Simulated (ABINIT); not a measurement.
# GaN (F-43m): G0W0 with ABINIT, start to end, part 2 of 3

Wanted: ground state, empty states, screening and self-energy for GaN (F-43m).

ABINIT 10.8.3; LDA and many-body steps on it, plane waves. Known limits of the many-body steps: short of the basis limit; no spin-orbit coupling; coarse k mesh.

So far. Step 2 (Ground state): The gap is direct, at Γ.

## 3. Bands along the symmetry lines

Level of this step: DFT, LDA, plane waves, norm-conserving pseudopotentials (ABINIT).

Levels along a band path, at the cheap level, show where the edges lie and whether the meshes to come will hold them.

run.abi

```
acell 3*1.0 Angstrom
rprim 
  0.000000000000 2.253500607500 2.253500607500
  2.253500607500 0.000000000000 2.253500607500
  2.253500607500 2.253500607500 0.000000000000
ntypat 2
znucl 31 7
natom 2
typat 1 2
xred 
  0.000000000000 0.000000000000 0.000000000000
  0.750000000000 0.750000000000 0.750000000000
pp_dirpath "pseudos"
pseudos "Ga.upf, N.upf"
ecut 45
iscf -2
irdden 1
kptopt 0
nkpt 50
kpt 
  0.00000000 0.00000000 0.00000000
  -0.06250000 -0.06250000 0.00000000
  -0.12500000 -0.12500000 0.00000000
  -0.18750000 -0.18750000 0.00000000
  -0.25000000 -0.25000000 0.00000000
  -0.31250000 -0.31250000 0.00000000
  -0.37500000 -0.37500000 0.00000000
  -0.43750000 -0.43750000 0.00000000
  -0.50000000 -0.50000000 0.00000000
  -0.48437500 -0.48437500 0.03125000
  -0.46875000 -0.46875000 0.06250000
  -0.45312500 -0.45312500 0.09375000
  -0.43750000 -0.43750000 0.12500000
  -0.42187500 -0.42187500 0.15625000
  -0.40625000 -0.40625000 0.18750000
  -0.39062500 -0.39062500 0.21875000
  -0.37500000 -0.37500000 0.25000000
  -0.37500000 0.00000000 0.37500000
  -0.32812500 0.00000000 0.32812500
  -0.28125000 0.00000000 0.28125000
  -0.23437500 0.00000000 0.23437500
  -0.18750000 0.00000000 0.18750000
  -0.14062500 0.00000000 0.14062500
  -0.09375000 0.00000000 0.09375000
  -0.04687500 0.00000000 0.04687500
  0.00000000 0.00000000 0.00000000
  0.00000000 0.00000000 0.06250000
  0.00000000 0.00000000 0.12500000
  0.00000000 0.00000000 0.18750000
  0.00000000 0.00000000 0.25000000
  0.00000000 0.00000000 0.31250000
  0.00000000 0.00000000 0.37500000
  0.00000000 0.00000000 0.43750000
  0.00000000 0.00000000 0.50000000
  -0.06250000 -0.03125000 0.46875000
  -0.12500000 -0.06250000 0.43750000
  -0.18750000 -0.09375000 0.40625000
  -0.25000000 -0.12500000 0.37500000
  -0.31250000 -0.15625000 0.34375000
  -0.37500000 -0.18750000 0.31250000
  -0.43750000 -0.21875000 0.28125000
  -0.50000000 -0.25000000 0.25000000
  -0.50000000 -0.28125000 0.21875000
  -0.50000000 -0.31250000 0.18750000
  -0.50000000 -0.34375000 0.15625000
  -0.50000000 -0.37500000 0.12500000
  -0.50000000 -0.40625000 0.09375000
  -0.50000000 -0.43750000 0.06250000
  -0.50000000 -0.46875000 0.03125000
  -0.50000000 -0.50000000 0.00000000
istwfk *1
nband 23
nbdbuf 5
tolwfr 1e-07
nstep 50
prtwf 0
prtvol 0
indata_prefix "in"
outdata_prefix "out"
tmpdata_prefix "tmp"
```

Run with:

```sh
OMP_NUM_THREADS=1 mpirun -n 8 abinit run.abi > log
```

Standard output:

```text
.Version 10.8.3 of ABINIT. v10.8.2 released Aug 2026.

 Symmetries : space group F-4 3 m (#216); Bravais cF (face-center cubic)
[... echo of the input left out ...]
== DATASET  1 ==================================================================
-   mpi_nproc: 8, omp_nthreads: 1 (-1 if OMP is not activated)

--- !DatasetInfo
iteration_state: {dtset: 1, }
dimensions: {natom: 2, nkpt: 50, mband: 23, nsppol: 1, nspinor: 1, nspden: 1, mpw: 2252, }
cutoff_energies: {ecut:  45.0, pawecutdg:  -1.0, }
electrons: {nelect:   2.60000000E+01, charge:   0.00000000E+00, occopt:   1.00000000E+00, tsmear:   1.00000000E-02, }

 Real(R)+Recip(G) space primitive vectors, cartesian coordinates (Bohr,Bohr^-1):
 R(1)=  0.0000000  4.2584990  4.2584990  G(1)= -0.1174123  0.1174123  0.1174123
 R(2)=  4.2584990  0.0000000  4.2584990  G(2)=  0.1174123 -0.1174123  0.1174123
 R(3)=  4.2584990  4.2584990  0.0000000  G(3)=  0.1174123  0.1174123 -0.1174123
 Unit cell volume ucvol=  1.5445417E+02 bohr^3
 Angles (23,13,12)=  6.00000000E+01  6.00000000E+01  6.00000000E+01 degrees

 getcut: wavevector=  0.0000  0.0000  0.0000  ngfft=  40  40  40
         ecut(hartree)=     45.000   => boxcut(ratio)=   2.19947

--- Pseudopotential description ------------------------------------------------
- Ga Generated using ONCVPSP code by D. R. Hamann
- 31.00000  21.00000  180309                  znucl, zion, pspdat
12 -1012 2 -1 1858                            pspcod,pspxc,lmax,lloc,mmax
     nproj     2     2     2
  pspatm : epsatm=   21.89818218
         --- l  ekb(1:nproj) -->
             0    4.942386   -1.222782
             1   -5.724586   -1.365263
             2  -10.663097   -3.851155
 pspatm: atomic psp has been read  and splines computed

- N Generated using ONCVPSP code by D. R. Hamann
-  7.00000   5.00000  180309                  znucl, zion, pspdat
12 -1012 1 -1 1058                            pspcod,pspxc,lmax,lloc,mmax
     nproj     2     2     0
  pspatm : epsatm=    5.30777321
         --- l  ekb(1:nproj) -->
[...]
pspatm: atomic psp has been read  and splines computed

--------------------------------------------------------------------------------

================================================================================
 prteigrs : about to open file out_EIG
 Non-SCF case, kpt    1 (  0.00000  0.00000  0.00000), residuals and eigenvalues=
  1.34E-08  2.75E-08  4.93E-08  7.72E-08  1.14E-08  1.71E-08  2.65E-08  4.48E-08
  8.42E-08  6.38E-08  2.44E-08  2.99E-08  6.76E-08  1.61E-08  1.38E-08  2.02E-08
  4.90E-08  3.61E-08  5.51E-08  2.10E-08  7.75E-07  2.78E-07  2.45E-05
 -4.9590E+00 -3.1641E+00 -3.1641E+00 -3.1641E+00 -3.4194E-01 -2.6273E-01
 -2.6273E-01 -2.6273E-01 -2.5143E-01 -2.5143E-01  2.3818E-01  2.3818E-01
  2.3818E-01  3.0259E-01  6.1142E-01  6.1142E-01  6.1142E-01  8.7394E-01
  9.2420E-01  9.2420E-01  9.2420E-01  9.6414E-01  9.6414E-01
[...]
9.5060E-01  9.6379E-01  9.6379E-01  9.7804E-01  1.0325E+00
[...]
Non-SCF case, kpt   49 ( -0.50000 -0.46875  0.03125), residuals and eigenvalues=
[...]
1.0357E+00  1.1496E+00  1.1560E+00  1.1799E+00  1.2711E+00
 Non-SCF case, kpt   50 ( -0.50000 -0.50000  0.00000), residuals and eigenvalues=
[...]
-2.5193E-01 -2.5193E-01 -2.4853E-01 -1.8051E-01  9.9533E-03  1.3805E-01
  1.3805E-01  3.5886E-01  4.7681E-01  6.6096E-01  7.4340E-01  7.4340E-01
  1.0333E+00  1.1507E+00  1.1765E+00  1.1765E+00  1.2524E+00

--- !ResultsGS
iteration_state: {dtset: 1, }
comment   : Summary of ground state results
lattice_vectors:
- [  0.0000000,   4.2584990,   4.2584990, ]
- [  4.2584990,   0.0000000,   4.2584990, ]
- [  4.2584990,   4.2584990,   0.0000000, ]
lattice_lengths: [   6.02243,    6.02243,    6.02243, ]
lattice_angles: [ 60.000,  60.000,  60.000, ] # degrees, (23, 13, 12)
lattice_volume:   1.5445417E+02
convergence: {deltae:  0.000E+00, res2:  0.000E+00, residm:  9.951E-08, diffor:  0.000E+00, }
etotal    :  -2.58349317E+02
entropy   :   0.00000000E+00
fermie    :   2.38182463E-01
cartesian_stress_tensor: null
pressure_GPa: null
xred      :
- [  0.0000E+00,   0.0000E+00,   0.0000E+00, Ga]
- [  7.5000E-01,   7.5000E-01,   7.5000E-01,  N]
cartesian_forces: null
force_length_stats: {min: null, max: null, mean: null, }

 Integrated electronic density in atomic spheres:
 ------------------------------------------------
 Atom  Sphere_radius  Integrated_density
[...]
================================================================================

 ----iterations are completed or convergence reached----

 Mean square residual over all n,k,spin=   39.830E-09; max=  99.505E-09
 reduced coordinates (array xred) for    2 atoms
       0.000000      0.000000      0.000000
       0.750000      0.750000      0.750000

 cartesian coordinates (angstrom) at end:
    1      0.000000     0.000000     0.000000
    2      3.380251     3.380251     3.380251
 length scales=  1.889726  1.889726  1.889726 bohr
              =  1.000000  1.000000  1.000000 angstroms
 prteigrs : about to open file out_EIG
 Eigenvalues (hartree) for nkpt=  50  k points:
 kpt#   1, nband= 23, wtk=  1.00000, kpt=  0.0000  0.0000  0.0000 (reduced coord)
[...]
kpt#   2, nband= 23, wtk=  1.00000, kpt= -0.0625 -0.0625  0.0000 (reduced coord)
[...]
kpt#   3, nband= 23, wtk=  1.00000, kpt= -0.1250 -0.1250  0.0000 (reduced coord)
[...]
kpt#  49, nband= 23, wtk=  1.00000, kpt= -0.5000 -0.4687  0.0313 (reduced coord)
[...]
0.73882    0.74448    1.03570    1.14958    1.15596    1.17990    1.27109
 kpt#  50, nband= 23, wtk=  1.00000, kpt= -0.5000 -0.5000  0.0000 (reduced coord)
  -4.95898   -3.16424   -3.16413   -3.16413   -0.30714   -0.25987   -0.25193   -0.25193
  -0.24853   -0.18051    0.00995    0.13805    0.13805    0.35886    0.47681    0.66096
   0.74340    0.74340    1.03330    1.15066    1.17649    1.17649    1.25241

== END DATASET(S) ==============================================================
================================================================================

 -outvars: echo values of variables after computation  --------
            nband          23
             nkpt          50
          spgroup         216
 [... the other variables as echoed above ...]

 Calculation completed.
```

It took 6 s on 8 MPI ranks of Arm Neoverse V2, shared host; peak memory 0.5 GiB; 48 s of CPU time.

This step gave:

| Quantity | Value |
| --- | --- |
| gap | 1.753 eV |
| k of the valence top | 0, 0, 0 |
| k of the conduction bottom | 0, 0, 0 |
| least direct gap | 1.753 eV |

The gap is 1.753 eV, as in the run before at this level.

Electronic bands along the path, in eV, zero at the top of the highest filled band:

```csv
point,band 10,band 11,band 12,band 13,band 14,band 15,band 16,band 17
Γ,-13.32,0.00,0.00,0.00,1.75,10.16,10.16,10.16
halfway,-13.06,-3.42,-1.50,-1.50,4.53,7.23,11.49,11.83
X,-11.39,-6.21,-2.72,-2.72,3.28,6.49,11.50,13.75
halfway,-11.32,-6.12,-3.38,-2.58,3.87,6.95,11.38,13.41
U,-11.24,-5.95,-4.30,-2.19,4.91,7.71,10.89,12.67
jump to K,-11.24,-5.95,-4.30,-2.19,4.91,7.71,10.89,12.67
halfway,-12.90,-4.20,-2.15,-0.54,5.16,8.35,9.47,11.00
Γ,-13.32,0.00,0.00,0.00,1.75,10.16,10.16,10.16
halfway,-13.22,-3.86,-0.53,-0.53,4.02,8.63,10.62,10.62
L,-11.89,-7.11,-0.98,-0.98,4.55,8.60,10.24,10.24
halfway,-11.55,-6.49,-3.04,-1.79,6.52,6.92,9.93,11.56
W,-11.11,-5.78,-3.73,-3.68,6.14,8.22,10.18,10.93
halfway,-11.25,-6.03,-3.24,-3.21,4.51,7.31,11.27,12.12
X,-11.39,-6.21,-2.72,-2.72,3.28,6.49,11.50,13.75
```

The electronic bands as a text plot (rows in eV, shown from -8.0 to 7.8 only):

```
    7.4 |     ++        ++++++++                     + ++    +
    6.8 |       ++++++++    ++                        ++      +++
    6.1 |                     ++                     +  ++++
    5.5 |                  +    +                   +       +
    4.8 |     ++         ++                    +++++         +
    4.1 |    +  +++    ++        ++         +++               +
    3.5 |  ++      ++++            ++      +                   ++
    2.8 |                                ++
    2.2 | +                          +  +
    1.5 |+                            ++
    0.9 |
    0.2 |*                         ******
   -0.5 | ***                   ******  *******
   -1.1 |    *              **** **            *******
   -1.8 |  ** ****         *       **    **         * *
   -2.4 |    *    *********     *          *         * **
   -3.1 |             **      ** **                   *  *   ****
   -3.7 |     **        *   **              *          ******
   -4.4 |       **       ***    *
   -5.0 |         *           **             **
   -5.7 |          **    *****                          ******
   -6.4 |            ****                      *      **      ***
   -7.0 |                                       ******
   -7.7 |
         Γ           X  U|K            Γ         L        W     X
```

## 4. Empty states on the mesh, 4×4×4 mesh, 89 bands

The sums over transitions need many empty states on a uniform mesh; this step solves for them.

run.abi

```
acell 3*1.0 Angstrom
rprim 
  0.000000000000 2.253500607500 2.253500607500
  2.253500607500 0.000000000000 2.253500607500
  2.253500607500 2.253500607500 0.000000000000
ntypat 2
znucl 31 7
natom 2
typat 1 2
xred 
  0.000000000000 0.000000000000 0.000000000000
  0.750000000000 0.750000000000 0.750000000000
pp_dirpath "pseudos"
pseudos "Ga.upf, N.upf"
ecut 45
ngkpt 4 4 4
nshiftk 1
shiftk 0 0 0
kptopt 1
chksymbreak 0
irdden 1
istwfk *1
nband 89
prtvol 0
optdriver 6
gwr_task "HDIAGO"
paral_kgb 0
occopt 1
indata_prefix "in"
outdata_prefix "out"
tmpdata_prefix "tmp"
```

Standard output:

```text
[banner, memory and clock lines left out]
.Version 10.8.3 of ABINIT. v10.8.2 released Aug 2026.

 Symmetries : space group F-4 3 m (#216); Bravais cF (face-center cubic)
[... echo of the input left out ...]
== DATASET  1 ==================================================================
-   mpi_nproc: 8, omp_nthreads: 1 (-1 if OMP is not activated)

--- !DatasetInfo
iteration_state: {dtset: 1, }
dimensions: {natom: 2, nkpt: 8, mband: 89, nsppol: 1, nspinor: 1, nspden: 1, mpw: 2252, }
cutoff_energies: {ecut:  45.0, pawecutdg:  -1.0, }
electrons: {nelect:   2.60000000E+01, charge:   0.00000000E+00, occopt:   1.00000000E+00, tsmear:   1.00000000E-02, }

.Using double precision arithmetic; gwpc =  8

- Reading GS density from: in_DEN

--- Pseudopotential description ------------------------------------------------
- Ga Generated using ONCVPSP code by D. R. Hamann
- 31.00000  21.00000  180309                  znucl, zion, pspdat
12 -1012 2 -1 1858                            pspcod,pspxc,lmax,lloc,mmax
     nproj     2     2     2
  pspatm : epsatm=   21.89818218
         --- l  ekb(1:nproj) -->
             0    4.942386   -1.222782
             1   -5.724586   -1.365263
             2  -10.663097   -3.851155
 pspatm: atomic psp has been read  and splines computed

- N Generated using ONCVPSP code by D. R. Hamann
-  7.00000   5.00000  180309                  znucl, zion, pspdat
12 -1012 1 -1 1058                            pspcod,pspxc,lmax,lloc,mmax
     nproj     2     2     0
  pspatm : epsatm=    5.30777321
         --- l  ekb(1:nproj) -->
             0    7.408032    0.617798
             1   -4.361519   -1.032581
 pspatm: atomic psp has been read  and splines computed

   7.07354840E+02                                ecore*ucvol(ha*bohr**3)

 Total charge density [el/Bohr^3]
)     Maximum=    6.4775E+00  at reduced coord.    0.9500    0.9750    0.9750
)     Minimum=    5.5907E-03  at reduced coord.    0.5000    0.5000    0.5000
   Integrated=    2.6000E+01

 === KS gaps after direct diagonalization ===
 Direct band gap semiconductor
 Fundamental gap:     1.753 (eV)
   VBM:     6.481 (eV) at k: [ 0.0000E+00,  0.0000E+00,  0.0000E+00]
   CBM:     8.234 (eV) at k: [ 0.0000E+00,  0.0000E+00,  0.0000E+00]
 Direct gap:         1.753 (eV) at k: [ 0.0000E+00,  0.0000E+00,  0.0000E+00]

== END DATASET(S) ==============================================================

 -outvars: echo values of variables after computation  --------
           etotal      0.0000000000E+00
            nband          89
             nkpt           8
          spgroup         216
 [... the other variables as echoed above ...]

 Calculation completed.
```

It took 11 s on 8 MPI ranks; peak memory 2.6 GiB.

Read from the output:

* gap: 1.753 eV
* k of the valence top: 0, 0, 0
* k of the conduction bottom: 0, 0, 0
* least direct gap: 1.753 eV
* k points computed: 8
* lowest point of the top converged band, above the valence top: 106.7511 eV

On this mesh the gap is 1.753 eV.

## 5. Screening, 4×4×4 mesh, 81 bands, screening to 225.9 eV

The RPA dielectric matrix is built and inverted for each q.

This step: RPA screening on LDA, plane waves, norm-conserving pseudopotentials.

Changes to run.abi since step 4:

```diff
@@ -20,10 +20,11 @@
 chksymbreak 0
-irdden 1
 istwfk *1
-nband 89
-prtvol 0
-optdriver 6
-gwr_task "HDIAGO"
-paral_kgb 0
 occopt 1
+irdwfk 1
+optdriver 3
+nband 81
+ecuteps 8.3
+inclvkb 2
+awtr 1
+symchi 1
 indata_prefix "in"
```

Standard output:

```text
.Version 10.8.3 of ABINIT. v10.8.2 released Aug 2026.

 Symmetries : space group F-4 3 m (#216); Bravais cF (face-center cubic)
[... echo of the input left out ...]
== DATASET  1 ==================================================================
-   mpi_nproc: 8, omp_nthreads: 1 (-1 if OMP is not activated)

--- !DatasetInfo
iteration_state: {dtset: 1, }
dimensions: {natom: 2, nkpt: 8, mband: 81, nsppol: 1, nspinor: 1, nspden: 1, mpw: 2252, }
cutoff_energies: {ecut:  45.0, pawecutdg:  -1.0, }
electrons: {nelect:   2.60000000E+01, charge:   0.00000000E+00, occopt:   1.00000000E+00, tsmear:   1.00000000E-02, }

 SCREENING: Calculation of the susceptibility and dielectric matrices

 Based on a program developped by R.W. Godby, V. Olevano, G. Onida, and L. Reining.
 Incorporated in ABINIT by V. Olevano, G.-M. Rignanese, and M. Torrent.
.Using double precision arithmetic ; gwpc =  8

[... cell and pseudopotentials left out ...]
--------------------------------------------------------------------------------

 ==== K-mesh for the wavefunctions ====
 Number of points in the irreducible wedge :     8
[... list of points left out ...]
 Together with 24 symmetry operations and time-reversal symmetry
 yields    64 points in the full Brillouin Zone.

 ==== Q-mesh for the screening function ====
 Number of points in the irreducible wedge :     8
[... list of points left out ...]
 Together with 24 symmetry operations and time-reversal symmetry
 yields    64 points in the full Brillouin Zone.

 setmesh: FFT mesh size selected  =    25x   25x   25
          total number of points  =        15625

 vcoul_init : cutoff-mode = AUXILIARY_FUNCTION
 q-points for optical limit:   1
     1)      0.000010    0.000020    0.000030

- screening: taking advantage of time-reversal symmetry
- Maximum band index for partially occupied states nbvw = 13
- Remaining bands to be divided among processors   nbcw = 68
- Number of bands treated by each node ~8

 Number of electrons calculated from density =   26.0000; Expected =   26.0000
 average of density, n =  0.168335
 r_s =    1.1235
 omega_plasma =   39.5770 [eV]

 calculating chi0 at frequencies [eV] :
  1    0.000000E+00    0.000000E+00
  2    0.000000E+00    3.957696E+01

--------------------------------------------------------------------------------
  q-point number  1        q = ( 0.000000, 0.000000, 0.000000) [r.l.u.]
--------------------------------------------------------------------------------
[... chi0 elements left out ...]
 For q-point:  0.000010 0.000020 0.000030
  dielectric constant =   9.1182
  dielectric constant without local fields =   9.7897

  Average fulfillment of the sum rule on Im[epsilon] for q-point    1 :     44.93  [%]
[... wings left out ...]
  q-point number  2        q = ( 0.250000, 0.000000, 0.000000) [r.l.u.]
--------------------------------------------------------------------------------
[... chi0 elements left out ...]
  Average fulfillment of the sum rule on Im[epsilon] for q-point    2 :     55.35  [%]

 [... 6 further q-points ...]
```

Run time: 7.1 s. Hardware: 8 MPI ranks; peak memory 0.93 GiB; 56 s of CPU time.

Read from the output:

```yaml
eps_infinity_with_local_fields_on_this_mesh: 9.118
eps_infinity_without_local_fields_on_this_mesh: 9.790
plasma_frequency: 39.58 eV
plane_waves_in_the_screening_matrix: 169
```

Local fields lower ε∞ by 7 %. On a Γ-centred mesh this coarse the value itself is usually too large, while a short band sum pulls it down.

(Part 2 of 3 ends here.)

[Long decimals in the printed logs are rounded to 6 places.]

[Logs are printed without paths, hosts, clocks, repeated set-up lines and the standing remarks that a program may print on its own settings, such as how far it seeks lower states.]

[Paths, hosts, dates, memory and timing lines, banners, echoed tables and standing remarks are left out of the program output; an Ansatz launch command may be rebuilt from the run's recorded settings. Measured values are a selection of at most five: reports struck by readers or far from the other reports are left out. None is set beside runs whose start may be inverted or whose files or cutoffs have a known fault.]

[Runs of the session that timed out or met a known fault of the program may be left out.]

[Hosts, paths, dates, database ids (printed as entryN), source tags and the programs' standing remarks are cut or masked in the printed files.]

[G0W0 gaps are taken among the corrected bands and points alone; a level outside them can change the order at an edge.]

[Where Ansatz stands beside ABINIT at settings called matched, ABINIT's density can come from a denser mesh and the files from another edition; pairs whose starting gaps differed by over 0.03 eV were left out, so agreement reads better than it is.]
